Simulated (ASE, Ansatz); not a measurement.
## Relaxing NaH9C4O7 (P-1) (84 atoms)

How does NaH9C4O7 (P-1) (84 atoms) relax, and what do bonds, charges and levels look like afterwards?

Calculated with Ansatz 0.2.0; Kohn-Sham DFT, PBE+D4, PAW (set soft_2), plane waves.

**1. The starting structure**

The cell holds 84 atoms: 4 Na, 36 H, 16 C and 28 O. Its edges and angles: a = 11.912 Å, b = 6.392 Å, c = 11.230 Å, α = 104.2°, β = 91.5°, γ = 100.2°. It derives from NaH9C4O7 (P-1), repeated 2×1×1. NaH9C4O7, space group P-1, structure from the Crystallography Open Database, 2 x 1 x 1 conventional cells; positions as listed.

**2. Single point at the start**

A single point comes first, to see the forces before anything moves.

Contents of input.yaml:

```yaml
crystal:
  lattice:
    - [11.912, 0.0, 0.0]
    - [-1.13193, 6.29098, 0.0]
    - [-0.30376, -2.8479, 10.85864]
  atoms:
    - { symbol: Na, position: [0.12682, 0.03707, 0.42647] }
    - { symbol: Na, position: [0.37318, 0.96293, 0.57353] }
    - { symbol: H, position: [0.295, 0.755, 0.997] }
    - { symbol: H, position: [0.205, 0.245, 0.003] }
    - { symbol: H, position: [0.047, 0.792, 0.1248] }
    - { symbol: H, position: [0.453, 0.208, 0.8752] }
    - { symbol: H, position: [0.0035, 0.722, 0.929] }
    - { symbol: H, position: [0.4965, 0.278, 0.071] }
    - { symbol: H, position: [0.1155, 0.147, 0.674] }
    - { symbol: H, position: [0.3845, 0.853, 0.326] }
    - { symbol: H, position: [0.067, 0.305, 0.657] }
    - { symbol: H, position: [0.433, 0.695, 0.343] }
    - { symbol: H, position: [0.0415, 0.341, 0.308] }
    - { symbol: H, position: [0.4585, 0.659, 0.692] }
    - { symbol: H, position: [0.153, 0.337, 0.285] }
    - { symbol: H, position: [0.347, 0.663, 0.715] }
    - { symbol: H, position: [0.156, 0.733, 0.583] }
    - { symbol: H, position: [0.344, 0.267, 0.417] }
    - { symbol: H, position: [0.1625, 0.638, 0.462] }
    - { symbol: H, position: [0.3375, 0.362, 0.538] }
    - { symbol: C, position: [0.21845, 0.811, 0.14628] }
    - { symbol: C, position: [0.28155, 0.189, 0.85372] }
    - { symbol: C, position: [0.10715, 0.7828, 0.07538] }
    - { symbol: C, position: [0.39285, 0.2172, 0.92462] }
    - { symbol: C, position: [0.08035, 0.7339, 0.95486] }
    - { symbol: C, position: [0.41965, 0.2661, 0.04514] }
    - { symbol: C, position: [0.15335, 0.6893, 0.8482] }
    - { symbol: C, position: [0.34665, 0.3107, 0.1518] }
    - { symbol: O, position: [0.2224, 0.8601, 0.25839] }
    - { symbol: O, position: [0.2776, 0.1399, 0.74161] }
    - { symbol: O, position: [0.31035, 0.785, 0.08892] }
    - { symbol: O, position: [0.18965, 0.215, 0.91108] }
    - { symbol: O, position: [0.10425, 0.6407, 0.7431] }
    - { symbol: O, position: [0.39575, 0.3593, 0.2569] }
    - { symbol: O, position: [0.25975, 0.7022, 0.86799] }
    - { symbol: O, position: [0.24025, 0.2978, 0.13201] }
    - { symbol: O, position: [0.0646, 0.1718, 0.62989] }
    - { symbol: O, position: [0.4354, 0.8282, 0.37011] }
    - { symbol: O, position: [0.1121, 0.3376, 0.33969] }
    - { symbol: O, position: [0.3879, 0.6624, 0.66031] }
    - { symbol: O, position: [0.1757, 0.7532, 0.51489] }
    - { symbol: O, position: [0.3243, 0.2468, 0.48511] }
    - { symbol: Na, position: [0.62682, 0.03707, 0.42647] }
    - { symbol: Na, position: [0.87318, 0.96293, 0.57353] }
    - { symbol: H, position: [0.795, 0.755, 0.997] }
    - { symbol: H, position: [0.705, 0.245, 0.003] }
    - { symbol: H, position: [0.547, 0.792, 0.1248] }
    - { symbol: H, position: [0.953, 0.208, 0.8752] }
    - { symbol: H, position: [0.5035, 0.722, 0.929] }
    - { symbol: H, position: [0.9965, 0.278, 0.071] }
    - { symbol: H, position: [0.6155, 0.147, 0.674] }
    - { symbol: H, position: [0.8845, 0.853, 0.326] }
    - { symbol: H, position: [0.567, 0.305, 0.657] }
    - { symbol: H, position: [0.933, 0.695, 0.343] }
    - { symbol: H, position: [0.5415, 0.341, 0.308] }
    - { symbol: H, position: [0.9585, 0.659, 0.692] }
    - { symbol: H, position: [0.653, 0.337, 0.285] }
    - { symbol: H, position: [0.847, 0.663, 0.715] }
    - { symbol: H, position: [0.656, 0.733, 0.583] }
    - { symbol: H, position: [0.844, 0.267, 0.417] }
    - { symbol: H, position: [0.6625, 0.638, 0.462] }
    - { symbol: H, position: [0.8375, 0.362, 0.538] }
    - { symbol: C, position: [0.71845, 0.811, 0.14628] }
    - { symbol: C, position: [0.78155, 0.189, 0.85372] }
    - { symbol: C, position: [0.60715, 0.7828, 0.07538] }
    - { symbol: C, position: [0.89285, 0.2172, 0.92462] }
    - { symbol: C, position: [0.58035, 0.7339, 0.95486] }
    - { symbol: C, position: [0.91965, 0.2661, 0.04514] }
    - { symbol: C, position: [0.65335, 0.6893, 0.8482] }
    - { symbol: C, position: [0.84665, 0.3107, 0.1518] }
    - { symbol: O, position: [0.7224, 0.8601, 0.25839] }
    - { symbol: O, position: [0.7776, 0.1399, 0.74161] }
    - { symbol: O, position: [0.81035, 0.785, 0.08892] }
    - { symbol: O, position: [0.68965, 0.215, 0.91108] }
    - { symbol: O, position: [0.60425, 0.6407, 0.7431] }
    - { symbol: O, position: [0.89575, 0.3593, 0.2569] }
    - { symbol: O, position: [0.75975, 0.7022, 0.86799] }
    - { symbol: O, position: [0.74025, 0.2978, 0.13201] }
    - { symbol: O, position: [0.5646, 0.1718, 0.62989] }
    - { symbol: O, position: [0.9354, 0.8282, 0.37011] }
    - { symbol: O, position: [0.6121, 0.3376, 0.33969] }
    - { symbol: O, position: [0.8879, 0.6624, 0.66031] }
    - { symbol: O, position: [0.6757, 0.7532, 0.51489] }
    - { symbol: O, position: [0.8243, 0.2468, 0.48511] }
kpoints:
  mp_grid: { grid: [1, 2, 1] }
hamiltonian:
  xc: pbe
  dispersion: d4
scf:
  occupations: { method: fixed }
output:
  forces: true
  stress: true
  populations: true
  dos:
    method: { smearing: { sigma: 0.08 } }
    de: 0.1
    projected: { site_lists: { C: [C], H: [H], Na: [Na], O: [O] } }
  eigenvalues: true
```

The run is started by

```bash
$ ansatz run input.yaml --threads 4 --pin off --max-ram 8192MiB --backend cpu --events-out ev --progress --plain --runs-dir out
```

Numbers of over 12 decimals in the logs are rounded to 6 here.

What it wrote:

```text
Engine: ansatz 0.2.0, aarch64-unknown-linux-gnu
Pseudopotentials: kind: paw
Pseudopotential: Na, paw, valence charge 9, recommended cutoff 420 eV (normal), Na.paw.azcp
Pseudopotential: H, paw, valence charge 1, recommended cutoff 420 eV (normal), H.paw.azcp
Pseudopotential: C, paw, valence charge 4, recommended cutoff 420 eV (normal), C.paw.azcp
Pseudopotential: O, paw, valence charge 6, recommended cutoff 420 eV (normal), O.paw.azcp
[... 5 lines on functional and potentials left out ...]
Crystal: 84 atoms, lattice volume = 813.726 Å³
Basis set: ecut = 420 eV, 15905 PW (Γ), exchange–correlation on 160×90×160 points (8 copies of the dense FFT grid, shifted against one another)
Bands: 236, of which v1, the nominal top of the filled ones, is band 152 counted from 1 (151 counted from 0)
Symmetry: 4 space group operations
Space group: P-1 (ITA 2), of the structure as read, at distance tolerance 9.3e-5 Å
k-points: 2
[... 9 lines on functional and potentials left out ...]
Initial density: superposition of atomic densities (neutral atoms: chi_scale 0, normalization atom), corrected by the library's trained network
Initial wavefunctions: pseudopotential atomic-orbital guess
Functional: x = pbe(κ = 0.804, μ = 0.219515), c = pbe(β = 0.066725)
SCF iter   1: F=—  HF=-26410.655137 eV  |F-HF|=—  |Δ(HF+E_count)|=         —  Δρ=5.04e-3  dr2=4.57e-1  ethr=1.77e-3  ⟨swp⟩=5.0  Hψ=1658  notcnv=0  defer=161
preconditioner: auto → Resta (q_TF=auto, 2.315 Å⁻¹)  ε∞=2.4  [insulator: Δε(μ)=3.179 eV  Ē_g=19.273 eV  n_scr=172 (ndim 8)  ℏωp=22.4 eV  f_vac=0.195  ε∞_Penn≈2.4]
SCF iter   2: F=—  HF=-26410.463821 eV  |F-HF|=—  |Δ(HF+E_count)|=   1.91e-1  Δρ=2.91e-3  dr2=1.01e-1  ethr=1.50e-4  ⟨swp⟩=3.0  Hψ=757  notcnv=0  defer=163
SCF iter   3: F=—  HF=-26410.421783 eV  |F-HF|=—  |Δ(HF+E_count)|=   4.20e-2  Δρ=1.89e-3  dr2=3.28e-2  ethr=3.31e-5  ⟨swp⟩=2.0  Hψ=549  notcnv=0  defer=163
SCF iter   4: F=—  HF=-26410.413743 eV  |F-HF|=—  |Δ(HF+E_count)|=   8.04e-3  Δρ=7.79e-4  dr2=5.22e-3  ethr=1.08e-5  ⟨swp⟩=2.0  Hψ=781  notcnv=0  defer=163
SCF iter   5: F=—  HF=-26410.412829 eV  |F-HF|=—  |Δ(HF+E_count)|=   9.14e-4  Δρ=2.52e-4  dr2=4.78e-4  ethr=1.72e-6  ⟨swp⟩=2.0  Hψ=613  notcnv=0  defer=163
SCF iter   6: F=—  HF=-26410.412820 eV  |F-HF|=—  |Δ(HF+E_count)|=   9.23e-6  Δρ=9.49e-5  dr2=6.31e-5  ethr=1.57e-7  ⟨swp⟩=2.0  Hψ=608  notcnv=0  defer=160
SCF iter   7: F=—  HF=-26410.412095 eV  |F-HF|=—  |Δ(HF+E_count)|=   7.25e-4  Δρ=3.09e-5  dr2=5.72e-6  ethr=2.08e-8  ⟨swp⟩=2.0  Hψ=558  notcnv=0  defer=160
SCF iter   8: F=—  HF=-26410.412098 eV  |F-HF|=—  |Δ(HF+E_count)|=   2.77e-6  Δρ=1.08e-5  dr2=7.49e-7  ethr=1.88e-9  ⟨swp⟩=2.0  Hψ=583  notcnv=0  defer=160
SCF iter   9: F=—  HF=-26410.412098 eV  |F-HF|=—  |Δ(HF+E_count)|=   6.71e-7  Δρ=5.39e-6  dr2=1.92e-7  ethr=2.46e-10  ⟨swp⟩=2.0  Hψ=583  notcnv=0  defer=160
SCF iter  10: F=-26410.412098 eV  HF=-26410.412099 eV  |F-HF|=3.10e-9  |Δ(HF+E_count)|=   4.18e-8  Δρ=2.13e-6  dr2=3.30e-8  ethr=3.29e-11  ⟨swp⟩=16.5  Hψ=3399  notcnv=0
SCF 1 converged in 10 iterations: F = -26410.412098 eV  dr2 = 3.30e-8
  greatest PAW one-centre occupation: 0.999 electrons in one spin orbital (limit 2), on the Na atom at site 43 (counted from 0), in its partial waves of l = 0
SCF converged after 10 iterations
Free energy (F): -26410.412098 eV
Harris-Foulkes:  -26410.412099 eV  (|F-HF|=3.10e-9)
Internal energy: -26410.412098 eV  (E = F + TS)
E sigma→0 (E₀):  -26410.412098 eV
Fermi energy:    0.059546 eV
--- Per-component energies (eV) ---
  E_band       = -3011.692652
  E_kinetic    = 7496.667242
  E_local      = -25188.801965  (includes V_loc(G=0)·N_el)
  E_nonlocal   = 2368.252585
  E_hartree    = 8935.733281
  E_xc         = -3319.509813
  E_vxc        = -4209.859539  (∫ρ·V_xc dr)
  E_paw        = -7136.239513  (= ΣΔE_a)
  E_vpaw       = -1349.428260  (= ΣTr[D̂ρ^β])
  E_aug_tail   = 0.012952  (compensation charges beyond the density's cutoff)
  E_ewald      = -9561.579335
  E_disp       = -4.947532  (pairwise vdW)
  E_smearing   = -0.000000  (= −TS)
  E_closure    = -0.000000  (closes the sum)
  Σ components = -26410.412098   (vs F -26410.412098, Δ=0.00e0)
--- Forces (eV/Å), atoms counted from 1 ---
  atom   1  Na     0.05849577     0.07087619    -0.07368318
  atom   2  Na    -0.05849577    -0.07087619     0.07368318
  atom   3  H     -0.31315914    -0.05619683    -1.32284514
  atom   4  H      0.31315914     0.05619683     1.32284514
  atom   5  H     -7.67311149    -0.61089124     5.71194525
  atom   6  H      7.67311149     0.61089124    -5.71194525
  atom   7  H     -7.78833813    -0.04947994    -2.32527404
  atom   8  H      7.78833813     0.04947994     2.32527404
  atom   9  H      8.41254694    -4.29514951     6.12996347
  atom  10  H     -8.41254694     4.29514951    -6.12996347
  atom  11  H     -2.27093838    11.19384492     3.86688705
  atom  12  H      2.27093838   -11.19384492    -3.86688705
  atom  13  H     -3.94774403     0.46555144    -1.40474405
  atom  14  H      3.94774403    -0.46555144     1.40474405
[...]
atom  83  O      2.89214973    13.58427944     0.70767849
  atom  84  O     -2.89214973   -13.58427944    -0.70767849
  max |Σ_I F_I| component: 3.55e-15 eV/Å
--- Stress (GPa, compression-positive) ---
       23.495334      -0.983039      -4.019382
       -0.983037      13.311750       0.989277
       -4.019383       0.989278      26.989128
  P = ⅓ Tr σ = 21.2654 GPa (212.654 kbar)
--- Band table (eV) ---
  k-point 0: bands = ["-48.5868", "-48.5859", "-48.5859", "-48.5850", [... 220 levels ...], "13.3507", "13.3691", "13.4217", "13.4630", "13.4799", "13.6521", "13.6919", "13.7446", "13.8403", "13.8987", "13.9114", "13.9464"]
  k-point 1: bands = ["-48.5868", "-48.5859", "-48.5859", "-48.5850", [... 220 levels ...], "13.2227", "13.2229", "13.3561", "13.4199", "13.4265", "13.5756", "13.5816", "13.8142", "13.8395", "13.9144", "13.9516", "13.9696"]
--- Löwdin populations: 84 sites ---
  site symbol       q [e]
     0     Na      8.2244
     1     Na      8.2244
     2      H      0.6237
[...]
83      O      6.7821
  spilling = 0.011421 (of n_electrons = 304.000000)
```

It took 29 s on 4 threads of Arm Neoverse N1, shared host; peak memory 1.9 GiB.

In the SCF lines HF is the Harris–Foulkes energy and dr2 the Hartree energy of the density residual, in eV; the loop may stop once dr2 is under the threshold and the program's other checks hold. Hψ counts applications of the Hamiltonian.

The run gave:

```
free energy                                      : -26410.4121 eV
free energy per atom                             : -314.4097 eV/atom
SCF cycles                                       : 10
pressure                                         : 21.27 GPa
r.m.s. force component                           : 5.328 eV/Å
longest force                                    : 16.63 eV/Å
Fermi energy                                     : 0.05955 eV
gap (highest filled to lowest empty level) : 2.985 eV
spilling of the projection                       : 0.01142
```

The r.m.s. force component of 5.3 eV/Å and the pressure of 21 GPa set the starting point.

Neighbours are counted within 1.21 Å (H-O), 1.34 Å (H-C), 1.73 Å (O-C), 2.88 Å (O-Na), 1.85 Å (C-C).

Length of the force by element and coordination:

| element | coordination | atoms | mean length of the force (eV/Å) | spread | least | most |
| --- | --- | --- | --- | --- | --- | --- |
| C | all | 16 | 4.71 | 3.54 | 1.06 | 8.93 |
| H | all | 36 | 9.70 | 4.41 | 1.36 | 16.6 |
| Na | all | 4 | 0.118 | 0 | 0.118 | 0.118 |
| O | all | 28 | 6.94 | 6.45 | 0.755 | 15.6 |
| O | 1 | 8 | 1.14 | 0.389 | 0.755 | 1.53 |
| O | 2 | 8 | 1.62 | 0.0366 | 1.58 | 1.66 |
| O | 3 | 4 | 15.6 | 0 | 15.6 | 15.6 |
| O | 4 | 8 | 13.7 | 0.214 | 13.5 | 13.9 |

**3. Relaxation**

With the cell held, the atoms are moved downhill towards a nearby minimum.

input.yaml, the sections that differ from step 2:

```yaml
output:
  forces: true
relax:
  f_tol: 0.03
  max_steps: 200
# crystal, kpoints, hamiltonian, scf: as in step 2
```

What it wrote:

```text
[...]
Crystal: 84 atoms, lattice volume = 813.726 Å³
Basis set: ecut = 420 eV, 15905 PW (Γ), exchange–correlation on 160×90×160 points (8 copies of the dense FFT grid, shifted against one another)
Bands: 236, of which v1, the nominal top of the filled ones, is band 152 counted from 1 (151 counted from 0)
Symmetry: 4 space group operations
[...]
k-points: 2
[...]
SCF iter   1: F=—  HF=-26410.656147 eV  |F-HF|=—  |Δ(HF+E_count)|=         —  Δρ=5.04e-3  dr2=4.64e-1  ethr=1.77e-3  ⟨swp⟩=5.0  Hψ=1485  notcnv=0  defer=163
[...]
SCF iter   3: F=—  HF=-26410.422512 eV  |F-HF|=—  |Δ(HF+E_count)|=   4.03e-2  Δρ=1.97e-3  dr2=3.54e-2  ethr=3.28e-5  ⟨swp⟩=2.0  Hψ=549  notcnv=0  defer=81
automatic band count: iteration 3 solves 195 bands in place of 236: the levels show a gap, and the empty bands left out lie too high to hold charge; the band table lists the bands solved (type scf.n_extra_bands for more)
SCF iter   4: F=—  HF=-26410.413635 eV  |F-HF|=—  |Δ(HF+E_count)|=   8.88e-3  Δρ=7.27e-4  dr2=4.76e-3  ethr=1.16e-5  ⟨swp⟩=2.0  Hψ=643  notcnv=0  defer=81
[...]
SCF iter   7: F=-26410.412095 eV  HF=-26410.412096 eV  |F-HF|=1.03e-6  |Δ(HF+E_count)|=   2.14e-5  Δρ=3.70e-5  dr2=8.10e-6  ethr=7.40e-9  ⟨swp⟩=4.0  Hψ=1206  notcnv=0
SCF 1 converged in 7 iterations: F = -26410.412095 eV  dr2 = 8.10e-6
[...]
relax step   1: F+E_penalty+E_count = -26410.41209477 eV  Δ(F+E_penalty+E_count) = +0.000e0 eV  max|allowed force component| = 1.358e1 eV/Å  Δτ_max = 0.0000 Å  (7 SCF iters, dr2 threshold 2.25e-5 eV, accepted)
[... from here on, the SCF cycles and remarks between the steps are left out ...]
relax step   2: F+E_penalty+E_count = -26432.68862473 eV  Δ(F+E_penalty+E_count) = -2.228e1 eV  max|allowed force component| = 2.113e0 eV/Å  Δτ_max = 0.1652 Å  (8 SCF iters, dr2 threshold 1.00e-4 eV, accepted)
relax step   3: F+E_penalty+E_count = -26433.58999501 eV  Δ(F+E_penalty+E_count) = -9.014e-1 eV  max|allowed force component| = 8.768e-1 eV/Å  Δτ_max = 0.1068 Å  (6 SCF iters, dr2 threshold 1.00e-4 eV, accepted)
relax step   4: F+E_penalty+E_count = -26433.72371261 eV  Δ(F+E_penalty+E_count) = -1.337e-1 eV  max|allowed force component| = 4.550e-1 eV/Å  Δτ_max = 0.0965 Å  (7 SCF iters, dr2 threshold 4.80e-5 eV, accepted)
relax step   5: F+E_penalty+E_count = -26433.75465254 eV  Δ(F+E_penalty+E_count) = -3.094e-2 eV  max|allowed force component| = 4.439e-1 eV/Å  Δτ_max = 0.0770 Å  (7 SCF iters, dr2 threshold 3.57e-5 eV, accepted)
relax step   6: F+E_penalty+E_count = -26433.79550495 eV  Δ(F+E_penalty+E_count) = -4.085e-2 eV  max|allowed force component| = 1.380e-1 eV/Å  Δτ_max = 0.0469 Å  (5 SCF iters, dr2 threshold 5.31e-5 eV, accepted)
relax step   7: F+E_penalty+E_count = -26433.80243739 eV  Δ(F+E_penalty+E_count) = -6.932e-3 eV  max|allowed force component| = 8.829e-2 eV/Å  Δτ_max = 0.0159 Å  (7 SCF iters, dr2 threshold 1.84e-6 eV, accepted)
relax step   8: F+E_penalty+E_count = -26433.80329964 eV  Δ(F+E_penalty+E_count) = -8.623e-4 eV  max|allowed force component| = 1.044e-1 eV/Å  Δτ_max = 0.0175 Å  (8 SCF iters, accepted)
relax step   9: F+E_penalty+E_count = -26433.80765203 eV  Δ(F+E_penalty+E_count) = -4.352e-3 eV  max|allowed force component| = 6.205e-2 eV/Å  Δτ_max = 0.0152 Å  (6 SCF iters, dr2 threshold 4.46e-6 eV, accepted)
relax step  10: F+E_penalty+E_count = -26433.80777015 eV  Δ(F+E_penalty+E_count) = -1.181e-4 eV  max|allowed force component| = 4.333e-2 eV/Å  Δτ_max = 0.0099 Å  (6 SCF iters, dr2 threshold 1.36e-6 eV, accepted)
relax step  11: F+E_penalty+E_count = -26433.80878824 eV  Δ(F+E_penalty+E_count) = -1.018e-3 eV  max|allowed force component| = 2.292e-2 eV/Å  Δτ_max = 0.0099 Å  (7 SCF iters, accepted)
SCF converged after 7 iterations
Free energy (F): -26433.808788 eV
[...]
Internal energy: -26433.808788 eV  (E = F + TS)
E sigma→0 (E₀):  -26433.808788 eV
Fermi energy:    -0.373290 eV
[...]
--- Forces (eV/Å), atoms counted from 1 ---
  atom   1  Na     0.00188887    -0.00543080    -0.00092649
  atom   2  Na    -0.00188887     0.00543080     0.00092649
  atom   3  H      0.00236562    -0.00331322    -0.00754236
  atom   4  H     -0.00236562     0.00331322     0.00754236
  atom   5  H     -0.00721240    -0.00157513     0.00106595
  atom   6  H      0.00721240     0.00157513    -0.00106595
  atom   7  H     -0.00835853     0.00309826    -0.00068132
  atom   8  H      0.00835853    -0.00309826     0.00068132
  atom   9  H      0.00490137    -0.00309032     0.00104544
  atom  10  H     -0.00490137     0.00309032    -0.00104544
  atom  11  H     -0.00048279    -0.01477914    -0.00663121
  atom  12  H      0.00048279     0.01477914     0.00663121
  atom  13  H      0.00147528    -0.00110400     0.00136302
  atom  14  H     -0.00147528     0.00110400    -0.00136302
[...]
atom  83  O     -0.00727055    -0.01980441     0.00324432
  atom  84  O      0.00727055     0.01980441    -0.00324432
  max |Σ_I F_I| component: 1.04e-17 eV/Å
--- Relaxed structure (11 steps of the walk, 11 accepted, 0 SCFs on fresh bases) ---
  F+E_penalty+E_count = -26433.80878824 eV   max|allowed force component| = 2.292e-2 eV/Å
  atoms:
    - { symbol: Na, position: [0.127225, 0.040160, 0.427986] }
    - { symbol: Na, position: [0.372775, 0.959840, 0.572014] }
    - { symbol: H, position: [0.291454, 0.743893, 0.985546] }
    - { symbol: H, position: [0.208546, 0.256107, 0.014454] }
[...]
- { symbol: O, position: [0.824876, 0.250547, 0.487438] }
```

The job ended after 2.4 min (4 threads; peak memory 1.9 GiB).

The steps of the relaxation:

| step | energy less that of the first step (eV) | largest force component (eV/Å) |
| --- | --- | --- |
| 1 | 0.0000 | 13.5839 |
| 2 | -22.2765 | 2.1126 |
| 3 | -23.1779 | 0.8768 |
| 4 | -23.3116 | 0.4550 |
| 5 | -23.3426 | 0.4439 |
| 6 | -23.3834 | 0.1380 |
| 7 | -23.3903 | 0.0883 |
| 8 | -23.3912 | 0.1044 |
| 9 | -23.3956 | 0.0620 |
| 10 | -23.3957 | 0.0433 |
| 11 | -23.3967 | 0.0229 |

Forces are held to the 4 operations that the run works with; a distortion that breaks them can't arise in this run.

The atoms that moved most (Å):

| atom | dx | dy | dz | length |
| --- | --- | --- | --- | --- |
| H19 | -0.004 | -0.176 | -0.122 | 0.214 |
| H61 | -0.004 | -0.176 | -0.122 | 0.214 |
| H62 | 0.004 | 0.176 | 0.122 | 0.214 |
| H20 | 0.004 | 0.176 | 0.122 | 0.214 |
| H16 | -0.160 | -0.050 | 0.124 | 0.208 |
| H58 | -0.160 | -0.050 | 0.124 | 0.208 |
| H15 | 0.160 | 0.050 | -0.124 | 0.208 |
| H57 | 0.160 | 0.050 | -0.124 | 0.208 |

The relaxation changed the energy by -279 meV/atom, and atoms moved by 0.12 Å r.m.s., 0.21 Å at most.

(Part 1 of 3 ends here.)

[Logs are printed without paths, hosts, clocks, repeated set-up lines and the standing remarks that a program may print on its own settings, such as how far it seeks lower states.]

[Hosts, paths, dates, database ids (printed as entryN), source tags and the programs' standing remarks are cut or masked in the printed files.]
